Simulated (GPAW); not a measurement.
# CO2 (P4_2/mnm): G0W0 with GPAW, start to end, part 2 of 2

Aim: the G0W0 gap of CO2 (P4_2/mnm) on LDA, step by step.

GPAW 26.7.0; LDA and many-body steps on it, plane waves. Known limits of the many-body steps: not at the basis limit; coarse k mesh.

So far. Step 3 (Bands along the symmetry lines): The gap is 6.294 eV, as in the run before at this level. Step 4 (Empty states on the mesh, 2×2×2 mesh, 291 bands): On this mesh the gap is 6.295 eV.

## (5) Screening and self-energy, 2×2×2 mesh, 131 bands, screening to 78 eV

Now the one-shot GW correction: screening in the RPA, then the self-energy of the levels asked for.

This step: G0W0 on LDA, plane waves, PAW.

Input file run.py:

```python
import json
import numpy as np
from gpaw.mpi import world
from gpaw.response.g0w0 import G0W0

gw = G0W0('full.gpw',
    filename='gw',
    kpts=[0, 5],
    bands=(14, 18),
    ecut=78,
    nbands=131,
    integrate_gamma='WS',
    ppa=True)
gw.calculate()
res = {mode: {k: v for k, v in r.items() if k != 'sigma_eskwn'}
       for mode, r in gw.all_results.items()}

if world.rank == 0:
    with open('result.json', 'w') as f:
        json.dump(res, f, default=lambda x: x.tolist())
```

Launch:

```bash
$ mpirun -n 4 gpaw python run.py
```

Numbers of over 12 decimals in the logs are rounded to 6 here.

What it wrote:

```text
Using integrator: PointIntegrator
FrequencyGridDescriptor(from 0.000+0.000j to 0.000+27.211j eV, 2 points)
Nonperiodic BCs:  [False False False]
Using integrator: PointIntegrator
FrequencyGridDescriptor(from 0.000+0.000j to 0.000+27.211j eV, 2 points)
Nonperiodic BCs:  [False False False]
  ___  _ _ _
 |   || | | |
 | | || | | |
 |__ ||_____|
 |___|

BZ k-points: Symmetries present (total): 8

  [... matrices ...]
8 k-points: 2 x 2 x 2 Monkhorst-Pack grid + [1/4,1/4,1/4]
6 k-points in the irreducible part of the Brillouin zone
       k-points in crystal coordinates                weights
   0:     0.00000000    0.00000000    0.00000000          1/8
   1:     0.00000000    0.00000000    0.50000000          1/8
   2:     0.50000000    0.00000000    0.00000000          2/8
   3:     0.50000000    0.00000000    0.50000000          2/8
   4:     0.50000000    0.50000000    0.00000000          1/8
   5:     0.50000000    0.50000000    0.50000000          1/8

Distributing spins, k-points and bands (1 x 2 x 4) over 4 processes
Number of blocks: 1

Quasi particle states:
k-points (IBZ indices): [0, 5]
Band range: (14, 18)
  [... matrices ...]
Computational parameters:
Plane wave cut-off: 78 eV
Number of bands: 131
Coulomb cutoff: None
Broadening: 0.1 eV

fxc modes: GW
Kernel: RPA
Using Godby-Needs plasmon-pole approximation:
  Fitting energy: i*E0, E0 = 1.000 Hartree
Summing all q:

Calculating screened Coulomb potential
No Coulomb truncation
FrequencyGridDescriptor(from 0.000+0.000j to 0.000+27.211j eV, 2 points)
Removing empty qpoint cache files...

Calculating chi0 body with:
    Ground state adapter containing:
    Number of spins: 1
    Number of kpoints: 8
    Number of irreducible kpoints: 6
    Number of completely occupied states: 16
    Number of partially occupied states: 16
    Occupied states memory: 3.796875 M / cpu

    Linear response parametrization:
    q_c: [0.0, 0.0, 0.0]
    Number of frequency points: 2
    Planewave cutoff: 78.0
    Number of bands: 131
    Number of planewaves: 131
    Broadening (eta): 1e-06
    comm.size: 4
    kncomm.size: 4
    blockcomm.size: 1

    Memory estimate of potentially large arrays:
        chi0_wGG: 0.523712 M / cpu
Integrating chi0 body.

Symmetries of q_c:
    Direct symmetries (Uq -> q): 8
    Indirect symmetries (TUq -> q): 0
In total 8 allowed symmetries.

  [... matrices ...]
6 groups of equivalent kpoints. 25.0% reduction.

Integral kind: response function
Integrating chi0 head and wings.

Symmetries of q_c:
    Direct symmetries (Uq -> q): 8
    Indirect symmetries (TUq -> q): 0
In total 8 allowed symmetries.

  [... matrices ...]
6 groups of equivalent kpoints. 25.0% reduction.

Integral kind: response function wings

Calculating chi0 body with:
    Ground state adapter containing:
    Number of spins: 1
    Number of kpoints: 8
    Number of irreducible kpoints: 6
    Number of completely occupied states: 16
    Number of partially occupied states: 16
    Occupied states memory: 3.796875 M / cpu

    Linear response parametrization:
[... the further q-points ...]

Results:
f:      Occupation numbers
eps:     KS-eigenvalues [eV]
vxc:     KS vxc [eV]
exx:     Exact exchange [eV]
sigma:   Self-energies [eV]
dsigma:  Self-energy derivatives
Z:       Renormalization factors
qp:      QP-energies [eV]

k-point 0 (0): (0.000, 0.000, 0.000)                GW
band       f     eps     vxc     exx   sigma  dsigma       Z      qp
                                                                   GW
  14   1.000  -3.074 -20.457 -25.670   3.071  -0.203   0.831  -4.855
  15   1.000  -3.074 -20.456 -25.670   3.072  -0.203   0.831  -4.854
  16   0.000   3.713 -11.530  -6.367  -2.948  -0.129   0.886   5.675
  17   0.000   4.783 -17.402 -11.012  -2.228  -0.172   0.854   8.336

k-point 1 (5): (0.500, 0.500, 0.500)                GW
band       f     eps     vxc     exx   sigma  dsigma       Z      qp
                                                                   GW
  14   1.000  -2.581 -21.178 -26.269   3.062  -0.204   0.831  -4.267
  15   1.000  -2.581 -21.178 -26.269   3.060  -0.204   0.831  -4.268
  16   0.000   4.982 -16.541 -10.129  -2.464  -0.165   0.858   8.369
  17   0.000   4.982 -16.541 -10.129  -2.460  -0.165   0.858   8.373
```

Wall time 11 s (4 MPI ranks of Arm Neoverse V2, shared host); peak memory 1.1 GiB; 44 s of CPU time.

This step gave:

```
G0W0 gap on the points computed              : 9.942 eV
least direct G0W0 gap on the computed points : 10.53 eV
Z at the valence top                         : 0.8306
Z at the conduction bottom                   : 0.8859
starting gap on the mesh                     : 6.295 eV
k of the valence top                         : 0.5, 0.5, 0.5
k of the conduction bottom                   : 0, 0, 0
```

The gap on the mesh goes from 6.29 eV to 9.94 eV, a correction of +3.65 eV.

Limits: finite bands, cutoff and mesh; coarse k mesh. v1 is the top filled band, c1 the lowest empty one. The levels before and after the correction (eV, zero at the valence-band top of each column):

|  | conduction bottom | valence top |
| --- | --- | --- |
| Kohn-Sham | 6.29 | 0.00 |
| G0W0 | 9.94 | 0.00 |

|  | level | energy (eV) |
| --- | --- | --- |
| Kohn-Sham | Γ v2-v1 | -0.493 |
| Kohn-Sham | Γ c1 | 6.295 |
| Kohn-Sham | Γ c2 | 7.365 |
| Kohn-Sham | (0.5 0.5 0.5) v2-v1 | 0.000 |
| Kohn-Sham | (0.5 0.5 0.5) c1-c2 | 7.563 |
| G0W0 | Γ v2-v1 | -0.588 |
| G0W0 | Γ c1 | 9.942 |
| G0W0 | Γ c2 | 12.602 |
| G0W0 | (0.5 0.5 0.5) v2-v1 | 0.000 |
| G0W0 | (0.5 0.5 0.5) c1-c2 | 12.636 |

## (6) Where the time went

Times are wall times on 4 MPI ranks of Arm Neoverse V2, shared host, good to a factor of about two.

| step | time | share | memory (GiB) |
| --- | --- | --- | --- |
| ground state | 16 s | 18 % | 0.75 |
| bands along the symmetry lines | 18 s | 21 % | 0.86 |
| empty states on the mesh | 44 s | 49 % | 2.6 |
| screening and self-energy | 11 s | 13 % | 1.1 |

## (7) Results

```
LDA gap              : 6.29 eV, indirect
G0W0 gap on the mesh : 9.94 eV
GW settings          : 2×2×2 mesh, 131 bands, screening to 78 eV, Godby-Needs plasmon pole
known limits         : not at the basis limit; coarse k mesh
```

What this shows: G0W0 moves the gap on the mesh from 6.29 eV to 9.94 eV (+3.65 eV), with Z of 0.83 and 0.89 at the edges. Only 2 of the mesh's irreducible points were corrected, so a valley elsewhere could overtake. The dearest step here is «empty states on the mesh». Bands and cutoff are finite, so the gap is not at the basis limit. The miss can reach some tenths of an eV and take either sign; the mesh is an error of its own. These stock PAW sets were not made for GW. In the G0W0 run levels were corrected at 2 k points alone, so a gap called «on the mesh» is the least over those, and an edge elsewhere would be missed. The 2×2×2 mesh is coarse for this cell, which bears on the long-range parts of exchange and screening. Mesh or cutoff lie under what a gap needs, so these runs test behaviour and cost; their gaps are not to be quoted.

[Paths, hosts, dates, memory and timing lines, banners, echoed tables and standing remarks are left out of the program output.]

[Logs are printed without paths, hosts, clocks, repeated set-up lines and the standing remarks that a program may print on its own settings, such as how far it seeks lower states.]

[Runs of the session that timed out or met a known fault of the program may be left out.]

[Hosts, paths, dates, database ids (printed as entryN), source tags and the programs' standing remarks are cut or masked in the printed files.]
